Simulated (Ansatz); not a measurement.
# How fast states decay through Ca2AlBrN2, part 2 of 3

Aim: relax a made-up compound, Ca2AlBrN2, and see how good a tunnel barrier it would be. It is built by putting Al for B, Ca for Sr in the Sr2BBrN2 structure of space group R-3m, with the volume rescaled by atomic radii. The parent structure comes from the Materials Project.

Ansatz 0.2.0; r2SCAN DFT, plane waves, PAW files (the session's first sound run).

So far. Step 2 (Relaxing the new crystal): The largest force component on a free atom ends at 0.0056 eV/Å.

The structure was built from a prototype and need not be the compound's stable phase.

## (3) The bulk crystal and its band edges

The energy window and the wavevectors of the next steps follow from the band edges, so these are searched first, off the mesh as well.

Input file input.yaml:

```yaml
crystal:
  lattice:
    - [1.9154479418, 1.1058843848, 9.5581087964]
    - [-1.9154479418, 1.1058843848, 9.5581087964]
    - [0.0, -2.2117687696, 9.5581087964]
  atoms:
    - { symbol: Ca, position: [0.2569236716, 0.2569236716, 0.2569236716] }
    - { symbol: Ca, position: [0.7430763284, 0.7430763284, 0.7430763284] }
    - { symbol: Al, position: [0.5, 0.5, 0.5] }
    - { symbol: Br, position: [0.0, 0.0, 0.0] }
    - { symbol: "N", position: [0.4396494271, 0.4396494271, 0.4396494271] }
    - { symbol: "N", position: [0.5603505729, 0.5603505729, 0.5603505729] }
kpoints:
  mp_grid: { grid: [6, 6, 6] }
  band_path: { path: [VBM, CBM], npoints: 30 }
scf:
  occupations: { method: fixed }
hamiltonian:
  xc: r2scan
output:
  eigenvalues: true
  write_potential: true
  write_density: true
  volumetric_format: npy
  elf: true
```

The run is started by

```sh
> ansatz run input.yaml --threads 2 --pin off --max-ram 4096MiB --backend cpu --events-out ev --progress --plain --runs-dir out
```

Numbers of over 12 decimals in the logs are rounded to 6 here.

Output:

```text
[...]
Crystal: 6 atoms, lattice volume = 121.480 Å³
Basis set: ecut = 500 eV, 3059 PW (Γ), FFT grids on a1−a2, a2, −a2+a3, exchange–correlation on 120×288×120 points (64 copies of the dense FFT grid, shifted against one another)
Bands: 26, of which v1, the nominal top of the filled ones, is band 20 counted from 1 (19 counted from 0)
Symmetry: 12 space group operations
[...]
k-points: 32 of 216
[...]
SCF iter   1: F=—  HF=-7753.805162 eV  |F-HF|=—  |Δ(HF+E_count)|=         —  Δρ=6.95e-3  dr2=8.26e-2  dr2_τ=1.97e-1  ethr=1.77e-3  ⟨swp⟩=5.0  Hψ=3390  notcnv=0  defer=123
[...]
SCF iter   7: F=-7753.912677 eV  HF=-7753.912677 eV  |F-HF|=2.91e-8  |Δ(HF+E_count)|=   1.98e-7  Δρ=5.91e-6  dr2=4.35e-8  dr2_τ=2.61e-9  ethr=2.50e-10  ⟨swp⟩=12.1  Hψ=4717  notcnv=0
SCF 1 converged in 7 iterations: F = -7753.912677 eV  dr2 = 4.35e-8
[...]
NSCF: frozen V_eff on 32 k-points
[...]
SCF converged after 7 iterations
Free energy (F): -7753.912677 eV
[...]
Internal energy: -7753.912677 eV  (E = F + TS)
E sigma→0 (E₀):  -7753.912677 eV
Fermi energy:    4.660803 eV
[...]
--- Band table (eV; the first three rows and the last of 32) ---
  k-point 0: bands = [... 16 lower, 4.3415, 4.3415, 4.4781, 4.4781, 6.2678, 9.8901, 11.0575, 11.0575, ... 2 higher]
  k-point 1: bands = [... 16 lower, 3.7577, 4.2990, 4.3921, 4.5285, 6.8980, 10.3037, 10.3427, 10.9988, ... 2 higher]
  k-point 2: bands = [... 16 lower, 3.5948, 4.0800, 4.2434, 4.6197, 7.6516, 9.3225, 10.1944, 10.6996, ... 2 higher]
  k-point 31: bands = [... 16 lower, 4.2253, 4.2253, 4.5923, 4.5923, 6.6293, 9.6104, 10.5877, 11.1089, ... 2 higher]
```

Elapsed: 25 s, on 2 threads of Arm Neoverse V2, shared host; peak memory 0.62 GiB.

Numbers from this step:

- Fermi energy: 4.661 eV
- gap on the k-mesh: 1.607 eV
- gap on path: 1.607 eV, by band count; negative where bands overlap
- direct gap on path: 1.790 eV
- edge places on path: 0, 0.9532 1/A along the path

Electronic bands along the path, in eV, zero at the Fermi level (highest filled level under fixed occupations); v1 is the highest filled band, c1 the lowest empty one:

| point | v4 | v3 | v2 | v1 | c1 | c2 | c3 | c4 |
| --- | --- | --- | --- | --- | --- | --- | --- | --- |
| VBM | -1.03 | -0.77 | -0.44 | 0.00 | 3.44 | 4.21 | 5.48 | 6.01 |
| halfway | -1.08 | -0.41 | -0.39 | -0.09 | 2.64 | 5.08 | 5.62 | 6.12 |
| CBM | -0.32 | -0.32 | -0.18 | -0.18 | 1.61 | 5.23 | 6.40 | 6.40 |

ELF in the ac plane of the cell as run, not the conventional one, at fractional y = 0.500, with atoms of Al and N within 0.2 Å of it. It is the smooth field of the valence electrons, not physical close to the nuclei.

Values, 13 rows by 16 columns, each cell a mean:
```
0.11 0.14 0.20 0.18 0.17 0.15 0.04 0.03 0.05 0.08 0.06 0.28 0.55 0.28 0.06 0.07
0.13 0.22 0.28 0.46 0.50 0.37 0.18 0.05 0.03 0.07 0.16 0.11 0.33 0.69 0.43 0.07
0.11 0.35 0.42 0.36 0.58 0.73 0.74 0.56 0.23 0.05 0.11 0.24 0.17 0.25 0.62 0.43
0.24 0.25 0.60 0.58 0.32 0.53 0.79 0.80 0.77 0.47 0.09 0.11 0.24 0.18 0.14 0.39
0.11 0.11 0.50 0.76 0.68 0.21 0.32 0.72 0.62 0.71 0.62 0.15 0.07 0.15 0.14 0.06
0.03 0.03 0.20 0.73 0.81 0.71 0.19 0.15 0.59 0.53 0.68 0.68 0.18 0.04 0.07 0.07
0.05 0.03 0.04 0.38 0.79 0.68 0.68 0.26 0.10 0.51 0.71 0.79 0.63 0.12 0.02 0.04
0.06 0.09 0.06 0.06 0.42 0.77 0.51 0.65 0.39 0.08 0.47 0.80 0.80 0.43 0.06 0.03
0.11 0.09 0.19 0.13 0.06 0.35 0.75 0.67 0.75 0.60 0.20 0.46 0.74 0.65 0.20 0.15
0.44 0.32 0.12 0.25 0.19 0.06 0.21 0.63 0.80 0.81 0.71 0.39 0.43 0.60 0.40 0.16
0.21 0.64 0.50 0.14 0.22 0.17 0.05 0.08 0.32 0.59 0.71 0.66 0.44 0.35 0.37 0.17
0.06 0.19 0.61 0.56 0.15 0.13 0.11 0.04 0.02 0.07 0.21 0.36 0.44 0.32 0.21 0.16
0.08 0.06 0.11 0.39 0.42 0.09 0.06 0.06 0.04 0.03 0.11 0.23 0.15 0.15 0.14 0.11
```
Columns run along a (9.8 Å), rows up along c (9.8 Å). Atoms in or near the plane, at fractional coordinates: Al at (0.50, 0.50), N at (0.44, 0.44), N at (0.56, 0.56).

Electrostatic potential energy in the ac plane of the cell as run, not the conventional one, at fractional y = 0.500, with atoms of Al and N within 0.2 Å of it. With pseudopotentials it is smooth inside the atoms' cores, unlike the true potential.

Ten even steps from '_' (-33 eV) to '@' (10 eV), each cell a mean:
```
@@@@@@@@@@@@%%%%####%%@@@@@@@@@@@@@@%%##******%%@@@@@@@@
@@@@@@@@@@@@@@@@%%%%%%%%@@@@@@@@@@@@@@%%##**++**##@@@@@@
@@@@@@@@@@@@@@@@@@@@%%%%@@@@@@@@@@@@@@@@%%##++==++##%%@@
@@@@@@@@%%%%@@@@@@@@@@@@@@@@@@@@@@@@@@@@@@%%##++==++##%%
%%@@@@@@@@%%%%%%@@@@@@@@@@@@@@@@@@@@@@@@@@@@%%##**==++##
##@@@@@@@@%%######%%@@##**%%@@@@@@@@@@@@@@@@@@@@%%**++**
##%%@@@@@@@@%%**++**%%%%==::**@@@@@@@@@@@@@@@@@@@@%%##**
####%%@@@@@@@@##++==++####..__--%%@@@@@@@@@@@@@@@@@@%%%%
%%%%%%@@@@@@@@%%**++++++**++____..##@@@@@@@@@@@@@@@@@@@@
@@@@%%@@@@@@%%##%%**++****++++______**@@@@@@@@@@@@@@@@@@
@@@@@@@@@@@@%%====******####++++..____**@@@@@@@@@@@@@@@@
@@@@@@@@@@@@@@**....==****%%##**++::__..**@@@@@@@@@@@@@@
@@@@@@@@@@@@@@@@++____::++**####****++..--##@@@@@@@@@@@@
@@@@@@@@@@@@@@@@@@++____..++++####++**##++**%%@@@@@@@@@@
@@@@@@@@@@@@@@@@@@@@**____..++++****++**%%%%@@@@@@%%%%%%
%%@@@@@@@@@@@@@@@@@@@@##..__..****++++++##@@@@@@@@%%%%%%
##%%%%@@@@@@@@@@@@@@@@@@%%--__--####++++++%%@@@@@@@@%%##
****##%%@@@@@@@@@@@@@@@@@@@@**==**%%%%##**##%%@@@@@@@@##
##++++**%%@@@@@@@@@@@@@@@@@@@@%%%%%%@@@@%%##%%%%@@@@@@%%
%%##++==**##%%@@@@@@@@@@@@@@@@@@@@@@@@@@@@%%%%%%@@@@@@@@
@@%%##++==++##%%@@@@@@@@@@@@@@@@@@@@@@@@@@@@@@@@@@@@@@@@
@@@@%%##++==**##%%@@@@@@@@@@@@@@@@%%%%@@@@@@@@@@@@@@@@@@
@@@@@@%%##**++**##%%@@@@@@@@@@@@@@%%%%%%%%@@@@@@@@@@@@@@
@@@@@@@@@@%%##**##%%%%@@@@@@@@@@@@%%%%######%%@@@@@@@@@@
```
Columns run along a (9.8 Å; values clipped at the 3rd and 97th percentile), rows up along c (9.8 Å). Atoms in or near the plane, at fractional coordinates: Al at (0.50, 0.50), N at (0.44, 0.44), N at (0.56, 0.56).

Valence density in the ac plane of the cell as run, not the conventional one, at fractional y = 0.500, with atoms of Al and N within 0.2 Å of it. It is the smooth field of the valence electrons, not physical close to the nuclei.

Values in e/Å³, 13 rows by 16 columns, each cell a mean:
```
0.0 0.0 0.1 0.1 0.2 0.2 0.1 0.0 0.0 0.1 0.1 0.3 0.6 0.3 0.1 0.0
0.1 0.1 0.1 0.1 0.2 0.3 0.2 0.1 0.0 0.0 0.1 0.1 0.3 0.9 0.5 0.1
0.1 0.1 0.1 0.1 0.2 0.4 0.7 0.4 0.1 0.0 0.0 0.1 0.1 0.3 0.7 0.5
0.3 0.2 0.2 0.2 0.1 0.2 0.7 1.6 1.1 0.2 0.0 0.0 0.1 0.1 0.1 0.4
0.1 0.2 0.4 0.5 0.4 0.1 0.2 1.1 2.8 2.0 0.4 0.1 0.0 0.1 0.1 0.1
0.0 0.1 0.2 0.7 1.3 0.8 0.2 0.2 1.0 2.8 2.4 0.5 0.1 0.0 0.0 0.1
0.0 0.0 0.0 0.2 1.1 2.6 1.5 0.3 0.1 0.7 2.0 1.8 0.5 0.1 0.0 0.0
0.0 0.1 0.0 0.0 0.2 1.3 3.0 2.0 0.4 0.1 0.4 1.0 0.9 0.3 0.1 0.1
0.1 0.1 0.1 0.0 0.0 0.1 0.9 2.5 1.8 0.5 0.1 0.2 0.4 0.4 0.2 0.2
0.5 0.3 0.1 0.1 0.1 0.0 0.1 0.4 1.3 1.0 0.4 0.1 0.1 0.2 0.2 0.2
0.3 0.8 0.6 0.1 0.1 0.1 0.0 0.0 0.2 0.5 0.5 0.2 0.1 0.1 0.1 0.1
0.1 0.2 0.8 0.6 0.1 0.1 0.1 0.0 0.0 0.1 0.2 0.2 0.1 0.1 0.1 0.0
0.0 0.0 0.1 0.5 0.4 0.1 0.1 0.1 0.0 0.0 0.1 0.3 0.2 0.1 0.0 0.0
```
Columns run along a (9.8 Å), rows up along c (9.8 Å). Atoms in or near the plane, at fractional coordinates: Al at (0.50, 0.50), N at (0.44, 0.44), N at (0.56, 0.56).

The searched edges give 1.61 eV, as on the mesh.

## (4) Decaying states in the gap

This step: r2SCAN DFT, plane waves, PAW files; complex bands by layer matching along the plane's normal (Ansatz 0.2.0).

The same crystal is laid in a cell whose first two vectors span the (101) plane (indices of the standard conventional cell, whose axes can be ordered otherwise than in the bulk input). At fixed energy and wavevector in the plane the solver finds all kz, real and complex. A few wavevectors are listed, (0, 0) and (-0.5, 0) in units of the plane's reciprocal vectors; the slowest state needn't be among them.

Input file input.yaml:

```yaml
crystal:
  lattice:
    - [3.830895884, 0.0, 0.0]
    - [1.915447942, 9.621872169, 0.0]
    - [1.915447942, -0.381312571, 3.295667334]
  atoms:
    - { symbol: Ca, position: [0.4861526568, 0.7707710148, 0.2569236716] }
    - { symbol: Ca, position: [0.5138473432, 0.2292289852, 0.7430763284] }
    - { symbol: Al, position: [0.0, 0.5, 0.5] }
    - { symbol: Br, position: [0.0, 0.0, 0.0] }
    - { symbol: "N", position: [0.1207011458, 0.3189482813, 0.4396494271] }
    - { symbol: "N", position: [0.8792988542, 0.6810517187, 0.5603505729] }
kpoints:
  mp_grid: { grid: [8, 8, 8] }
scf:
  occupations: { method: fixed }
hamiltonian:
  xc: r2scan
output:
  eigenvalues: true
  transmission:
    leads: [[0, 0]]
    kpoints: [[0.0, 0.0], [-0.5, 0.0]]
    e_range: [-1.0, 2.61]
    de: 0.09
```

Output:

```text
[...]
Crystal: 6 atoms, lattice volume = 121.480 Å³
Basis set: ecut = 500 eV, 3059 PW (Γ), exchange–correlation on 120×288×120 points (64 copies of the dense FFT grid, shifted against one another)
Bands: 26, of which v1, the nominal top of the filled ones, is band 20 counted from 1 (19 counted from 0)
Symmetry: 12 space group operations
[...]
k-points: 65 of 512
[...]
SCF iter   1: F=—  HF=-7753.805537 eV  |F-HF|=—  |Δ(HF+E_count)|=         —  Δρ=6.94e-3  dr2=8.24e-2  dr2_τ=1.97e-1  ethr=1.77e-3  ⟨swp⟩=5.0  Hψ=6892  notcnv=0  defer=252
[...]
SCF iter   7: F=-7753.913051 eV  HF=-7753.913051 eV  |F-HF|=2.94e-8  |Δ(HF+E_count)|=   1.98e-7  Δρ=5.91e-6  dr2=4.35e-8  dr2_τ=2.64e-9  ethr=2.50e-10  ⟨swp⟩=12.1  Hψ=9707  notcnv=0
SCF 1 converged in 7 iterations: F = -7753.913051 eV  dr2 = 4.35e-8
[...]
transmission: 5 of 10 steps passed
transmission: 10 of 10 steps passed
SCF converged after 7 iterations
Free energy (F): -7753.913051 eV
[...]
Internal energy: -7753.913051 eV  (E = F + TS)
E sigma→0 (E₀):  -7753.913051 eV
Fermi energy:    4.660689 eV
[...]
--- Band table (eV; the first three rows and the last of 65) ---
  k-point 0: bands = [... 16 lower, 4.3414, 4.3414, 4.4780, 4.4780, 6.2677, 9.8899, 11.0575, 11.0575, ... 2 higher]
  k-point 1: bands = [... 16 lower, 3.9456, 4.3147, 4.4355, 4.5080, 6.6826, 10.2576, 10.5997, 11.0928, ... 2 higher]
  k-point 2: bands = [... 16 lower, 3.5827, 4.2534, 4.2680, 4.5755, 7.3036, 9.7443, 10.2818, 10.7817, ... 2 higher]
  k-point 64: bands = [... 16 lower, 3.4964, 3.7798, 4.0381, 4.3544, 8.6156, 8.9584, 10.2479, 10.3920, ... 2 higher]
--- Transmission ---
  basis      : 373 plane waves across, 5 finite elements along
  points     : 2, as listed
  energies   : 41 from -1.000000 to 2.600000 eV about the Fermi level, 0.090000 eV apart; the leads are filled to 0.803496 eV, and channels, transmission and decay are at 0.800000 eV
  crystal 0  : Br1Ca2N2Al1, at the sites [0, 0], period 3.2957 Å: whole cells are its period
    offset         : up to 0.0000 Å between an atom of the period and one for which it stands
    channels       : 0.000000e0 a spin
    conductance    : none, the energies end too early or step too widely for 300 K: set another output.transmission.e_range or a lower de, or, where they end at an eighth of basis.ecutwfc, a higher one
    slowest decay  : 0.2070 /Å at (0.0000, 0.0000)
```

It took 2 min on 2 threads; peak memory 1.2 GiB; 3.5 min of CPU time.

Numbers from this step:

```
free energy                                               : -7753.9131 eV
level to which the leads are filled                       : 0.8035 eV from the Fermi level
decay constant at the filling level, zone centre          : 0.2070 Å⁻¹
decay constant at the filling level, slowest listed point : 0.207 Å⁻¹
```

K parallel (0, 0); values up to 1.5 1/Å, a degenerate pair printed once or twice; energies at which all values exceed this have no row. Im kz of the slowest decaying states against energy, zero at the highest filled level on the SCF mesh:

| energy (eV) | decay 1 (Å⁻¹) | decay 2 (Å⁻¹) | decay 3 (Å⁻¹) | decay 4 (Å⁻¹) |
| --- | --- | --- | --- | --- |
| -1.00 | 0.175 | 0.288 | 0.423 | 0.471 |
| -0.73 | 0.336 | 0.375 | 0.499 | 0.517 |
| -0.46 | 0.292 | 0.370 | 0.435 | 0.526 |
| -0.19 | 0.0958 | 0.111 | 0.357 | 0.384 |
| -0.01 | 0.159 | 0.383 | 0.415 | 0.486 |
| 0.26 | 0.193 | 0.426 | 0.485 | 0.554 |
| 0.53 | 0.208 | 0.433 | 0.549 | 0.558 |
| 0.80 | 0.207 | 0.436 | 0.561 | 0.598 |
| 1.07 | 0.190 | 0.435 | 0.561 | 0.593 |
| 1.34 | 0.149 | 0.432 | 0.561 | 0.585 |
| 1.61 | 0.427 | 0.559 | 0.574 | 0.656 |
| 1.79 | 0.422 | 0.558 | 0.565 | 0.659 |
| 2.06 | 0.414 | 0.550 | 0.556 | 0.660 |
| 2.33 | 0.405 | 0.533 | 0.554 | 0.659 |
| 2.60 | 0.394 | 0.516 | 0.555 | 0.647 |

[end of part 2 of 3]

[Logs are printed without paths, hosts, clocks, repeated set-up lines and the standing remarks that a program may print on its own settings, such as how far it seeks lower states.]

[Hosts, paths, dates, database ids (printed as entryN), source tags and the programs' standing remarks are cut or masked in the printed files.]
